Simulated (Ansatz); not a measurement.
# LaBeAlFe2, from a guessed structure to a relaxed one, part 2 of 2

Starting from a made-up structure for LaBeAlFe2, the aim is the relaxed cell, its shortest contacts and, where a second run follows, its electronic structure.

Ansatz 0.2.0; DFT, PBEsol, plane-wave PAW, files of the set soft_1, scalar-relativistic, ferromagnetic start, cell and ions relaxed at zero pressure; PAW set soft_1 (the session's first sound run).

So far: Starting point; Relaxation of the guess. The relaxed cell has a = 3.992, c = 9.750 Å (conventional setting).

## (3) Bands of the relaxed cell

A second self-consistent run takes a narrower smearing and the mesh shown in its input; the bands follow along the standard path of the relaxed lattice.

This step: DFT, PBEsol, plane-wave PAW, files of the set soft_1, scalar-relativistic, ferromagnetic start, bands and density of states at the relaxed cell; PAW set soft_1 (Ansatz 0.2.0).

Input file input.yaml:

```yaml
crystal:
  lattice:
    - [-1.9957902949, 1.9957902949, 4.8751748274]
    - [1.9957902949, -1.9957902949, 4.8751748274]
    - [1.9957902949, 1.9957902949, -4.8751748274]
  atoms:
    - { symbol: La, position: [0.0, 0.0, 0.0] }
    - { symbol: Fe, position: [0.3901626998, 0.3901626998, 0.0], spin: 0.7 }
    - { symbol: Fe, position: [0.6098373002, 0.6098373002, 0.0], spin: 0.7 }
    - { symbol: Al, position: [0.75, 0.25, 0.5] }
    - { symbol: Be, position: [0.25, 0.75, 0.5] }
magnetization:
  spin_polarized: true
kpoints:
  mp_grid: { grid: [12, 12, 12] }
  band_path:
    path:
      - [[0.0, 0.0, 0.0], [0.0, 0.0, 0.5], [-0.08379526, 0.08379526, 0.5], [-0.29189763, 0.29189763, 0.29189763], [0.0, 0.0, 0.0], [0.5, 0.5, -0.5], [0.29189763, 0.70810237, -0.29189763], [0.0, 0.5, 0.0], [0.25, 0.25, 0.25], [0.5, 0.5, -0.08379526], [0.5, 0.5, -0.5]]
      - [[0.0, 0.0, 0.5], [0.25, 0.25, 0.25]]
    npoints: 7
scf:
  occupations: { method: fermi_dirac, width: 0.03 }
  n_extra_bands: 10
hamiltonian:
  xc: pbesol
  pseudopotentials: { kind: paw, azcp: { folder: soft_1 }, xc_functional: pbe }
output:
  forces: true
  stress: true
  write_bands: true
  dos: { projected: true }
  write_density: true
  write_potential: true
  elf: true
  volumetric_format: npy
```

Run with:

```sh
ansatz run input.yaml --threads 4 --pin off --max-ram 8192MiB --backend cpu --events-out ev --progress --plain --runs-dir out
```

Numbers of over 12 decimals in the logs are rounded to 6 here.

Output:

```text
La: projections on atomic orbitals take those of the free atom [Kr 4d10] 4f0 5s2 5p6 5d1 6s2, of charge +0.00 (hamiltonian.pseudopotentials.projection_atoms); the dataset's partial waves leave at most 1.9e-5 of an orbital's norm unspanned inside its sphere
[...]
Crystal: 5 atoms, lattice volume = 77.675 Å³
Basis set: ecut = 420 eV, 1509 PW (Γ), exchange–correlation on 80×80×80 points (8 copies of the dense FFT grid, shifted against one another)
Bands: 34, of which v1, the nominal top of the filled ones, is band 24 counted from 1 (23 counted from 0)
Symmetry: 8 space group operations
[...]
k-points: 163 of 1728 (time reversal used)
[...]
Starting moments: Σ|m| = 1.4 μB on 2 of 5 sites
[...]
SCF iter   1: F=—  HF=-15675.550090 eV  |F-HF|=—  |Δ(HF+E_count)|=         —  Δρ=7.77e-2 (↑5.38e-2 ↓7.77e-2)  dr2=1.14e1  dr2_m=1.52e-1  M=1.739 μB ∫|m|=1.947 μB  β_m=0.30  ethr=3.10e-3  ⟨swp⟩=6.4  Hψ=47890  notcnv=0
[...]
SCF iter  14: F=-15673.776434 eV  HF=-15673.776434 eV  |F-HF|=3.42e-9  |Δ(HF+E_count)|=  9.46e-11  Δρ=1.17e-6 (↑8.73e-7 ↓1.17e-6)  dr2=3.27e-9  dr2_m=2.91e-11  M=1.211 μB ∫|m|=1.987 μB  ethr=2.68e-11  ⟨swp⟩=11.8  Hψ=74215  notcnv=0
SCF 1 converged in 14 iterations: F = -15673.776434 eV  dr2 = 3.27e-9
[...]
NSCF: frozen V_eff on 79 k-points
SCF converged after 14 iterations
Magnetization: 1.2114 μB (24.6057 up, 23.3943 down)
Absolute magnetization: 1.9883 μB (∫|ρ↑−ρ↓|, with the PAW one-centre terms)
[...]
Per-site moments (μB) at R_I (Å): [(-0.093555, 1.245265), (0.734371, 0.883535), (0.734371, 0.883535), (-0.024539, 0.997779), (-0.040870, 0.997779)]
Free energy (F): -15673.776434 eV
[...]
Internal energy: -15673.756872 eV  (E = F + TS)
E sigma→0 (E₀):  -15673.766653 eV
Entropy (-TS):   -0.019561 eV (-3.912 meV/atom)
Fermi energy:    12.599871 eV
[...]
--- Forces (eV/Å), atoms counted from 1 ---
  atom   1  La     0.00000000     0.00000000     0.00000000
  atom   2  Fe     0.00000000     0.00000000     0.02883418
  atom   3  Fe    -0.00000000     0.00000000    -0.02883418
  atom   4  Al    -0.00000000     0.00000000    -0.00000000
  atom   5  Be     0.00000000     0.00000000     0.00000000
  max |Σ_I F_I| component: 8.67e-19 eV/Å
--- Stress (GPa, compression-positive) ---
        0.001058       0.000000      -0.000000
        0.000000       0.001058      -0.000000
       -0.000000      -0.000000       0.070908
  P = ⅓ Tr σ = 0.0243 GPa (0.243 kbar)
--- Band table (eV; the first three rows and the last of 326) ---
  k-point 0 ↑: bands = [... 20 lower, 10.6840, 10.7647, 10.8795, 11.8883, 13.3951, 13.8460, 13.8460, 14.9323, ... 6 higher]
  k-point 1 ↑: bands = [... 20 lower, 10.8869, 10.9408, 11.2197, 11.8812, 13.1441, 13.7700, 14.3507, 14.7417, ... 6 higher]
  k-point 2 ↑: bands = [... 20 lower, 10.9643, 11.2986, 11.8355, 11.8965, 12.8924, 13.5831, 14.3600, 14.3777, ... 6 higher]
  k-point 162 ↓: bands = [... 20 lower, 12.2538, 12.6250, 12.9710, 12.9710, 13.4428, 13.4428, 14.2064, 14.9461, ... 6 higher]
```

Elapsed: 41 s, on 4 threads of AMD EPYC 7B13 (Zen 3), shared host; peak memory 0.97 GiB.

Numbers from this step:

| Item | Value |
| --- | --- |
| free energy | -15673.7764 eV |
| energy at zero smearing | -15673.7667 eV |
| smearing term TS | 0.01956 eV |
| magnetization | 1.211 μB |
| absolute magnetization | 1.988 μB |
| site moments | -0.09356, 0.7344, 0.7344, -0.02454, -0.04087 μB |
| pressure | 0.02434 GPa |

bands.tsv at the labelled points (eV, zero at the Fermi level; the bands that come nearest the Fermi level along the path):

| point | band_23_up | band_24_up | band_25_up | band_26_up | band_21_dn | band_22_dn | band_23_dn | band_24_dn |
| --- | --- | --- | --- | --- | --- | --- | --- | --- |
| Γ | -0.71 | 0.80 | 1.25 | 1.25 | -1.37 | -1.24 | -0.10 | 1.27 |
| X | -0.53 | -0.32 | -0.19 | 0.07 | -0.41 | 0.04 | 0.07 | 0.15 |
| Y | -0.58 | -0.33 | 0.01 | 0.18 | -0.27 | -0.03 | 0.13 | 0.32 |
| S | -0.57 | -0.23 | 0.49 | 1.49 | -0.45 | 0.07 | 0.13 | 0.46 |
| Γ | -0.71 | 0.80 | 1.25 | 1.25 | -1.37 | -1.24 | -0.10 | 1.27 |
| Z | -0.40 | 0.77 | 0.77 | 1.56 | 0.03 | 0.37 | 0.37 | 0.84 |
| S1 | -0.57 | -0.23 | 0.49 | 1.49 | -0.45 | 0.07 | 0.13 | 0.46 |
| N | -0.64 | -0.17 | 0.86 | 0.91 | -0.46 | -0.08 | 0.03 | 0.32 |
| P | -0.45 | 0.08 | 0.11 | 0.23 | -0.31 | 0.04 | 0.07 | 0.15 |
| Y1 | -0.58 | -0.33 | 0.01 | 0.18 | -0.27 | -0.03 | 0.13 | 0.32 |
| Z | -0.40 | 0.77 | 0.77 | 1.56 | 0.03 | 0.37 | 0.37 | 0.84 |
| X | -0.53 | -0.32 | -0.19 | 0.07 | -0.41 | 0.04 | 0.07 | 0.15 |
| P | -0.45 | 0.08 | 0.11 | 0.23 | -0.31 | 0.04 | 0.07 | 0.15 |

Spin density in the ab plane of the cell as run, not the conventional one, at fractional z = 0.000, with atoms of La and Fe within 0.2 Å of it.

Ten even steps from '0' (0.0 e/Å³) to '9' (1.4 e/Å³), each cell a mean:
```
0000000000000000
0000000000000000
0000000000000000
0000000000000000
0000000023100000
0000000038610000
0000000016830000
0000011001320000
0000155200000000
0000159510000000
0000015510000000
0000001100000000
0000000000000000
0000000000000000
0000000000000000
0000000000000000
```
Columns run along a (5.6 Å), rows up along b (5.6 Å). Atoms in or near the plane, at fractional coordinates: La at (0.00, 0.00), Fe at (0.39, 0.39), Fe at (0.61, 0.61).

ELF in the ab plane of the cell as run, not the conventional one, at fractional z = 0.000, with atoms of La and Fe within 0.2 Å of it. It is the smooth field of the valence electrons, not physical close to the nuclei.

Ten even steps from '_' (0.07) to '@' (0.89), each cell a mean:
```
..--%%##....==******==..__++%%++
####%%##::..--========::__..**%%
%%%%%%**::..::::::::::::..__..++
--==++--........::::....::..____
..........::..::==++--....::::..
----::....--::::++@@%%--..::====
++++--......::::--##@@++::::==**
**++--..::--::::::--++==::::==**
**++--..--####==::::::::..::==**
++++--..::##@@##::::::....::--==
::----::..--####--..--::........
____..::....::--::........::::..
==..__..::::............--**####
%%**::__..----------::..++%%%%%%
++%%**..__--++++++++--..==%%##--
__++%%==__::++****++--..--%%##..
```
Columns run along a (5.6 Å), rows up along b (5.6 Å). Atoms in or near the plane, at fractional coordinates: La at (0.00, 0.00), Fe at (0.39, 0.39), Fe at (0.61, 0.61).

Valence density in the ab plane of the cell as run, not the conventional one, at fractional z = 0.000, with atoms of La and Fe within 0.2 Å of it. It is the smooth field of the valence electrons, not physical close to the nuclei.

Ten steps, logarithmic in the rise over the least value, from '_' (0 e/Å³) to '@' (28 e/Å³), each cell a mean:
```
====--::__________________..--==
====--::..__________________::--
::----::..____......__________..
........____..::----::__________
____________..--**##**::________
__________....--##@@@@**::______
______..::::..::++%%@@##--..____
____..::==**++----++##**--..____
______::++%%%%**--::----::..____
______..==%%@@%%++........______
________::**%%%%**::..__________
__________::==++==::______....__
..__________..::::..____..::::::
--::____________..______..------
==--::__________________..--====
====--..________________..::====
```
Columns run along a (5.6 Å), rows up along b (5.6 Å). Atoms in or near the plane, at fractional coordinates: La at (0.00, 0.00), Fe at (0.39, 0.39), Fe at (0.61, 0.61).

## (4) Results

```
space group, relaxed : I-4m2
conventional cell    : a = 3.992, b = 3.992, c = 9.750 Å; α = 90.0°, β = 90.0°, γ = 90.0°
volume per atom      : 15.53 Å³ (guess 17.88)
total moment         : 1.17 μB in the cell of 5 atoms
```

LaBeAlFe2 relaxes to I-4m2 with a = 3.992, b = 3.992 and c = 9.750 Å. The guessed volume was 15 % too large. The space group I-4m2 was held in the relaxation, so the end point is a stationary structure within it and may be a saddle against distortions or other arrangements. The input starts from parallel moments, and no other start was typed. Bands cross the Fermi level, so it is a metal or semimetal at this level. On the 12×12×12 mesh with the narrower smearing (relaxed on 9×9×9) the largest force component is 0.029 eV/Å and the largest stress component is 0.071 GPa, against the relaxation's thresholds of 0.015 eV/Å and 0.05 GPa. The cutoff wasn't tested. Spin-orbit coupling is left out, which can matter for elements this heavy. No dispersion term is used, so weakly bound directions may come out too long. Nothing here tests whether the compound is stable against decomposition.

[Logs are printed without paths, hosts, clocks, repeated set-up lines and the standing remarks that a program may print on its own settings, such as how far it seeks lower states.]

[Hosts, paths, dates, database ids (printed as entryN), source tags and the programs' standing remarks are cut or masked in the printed files.]
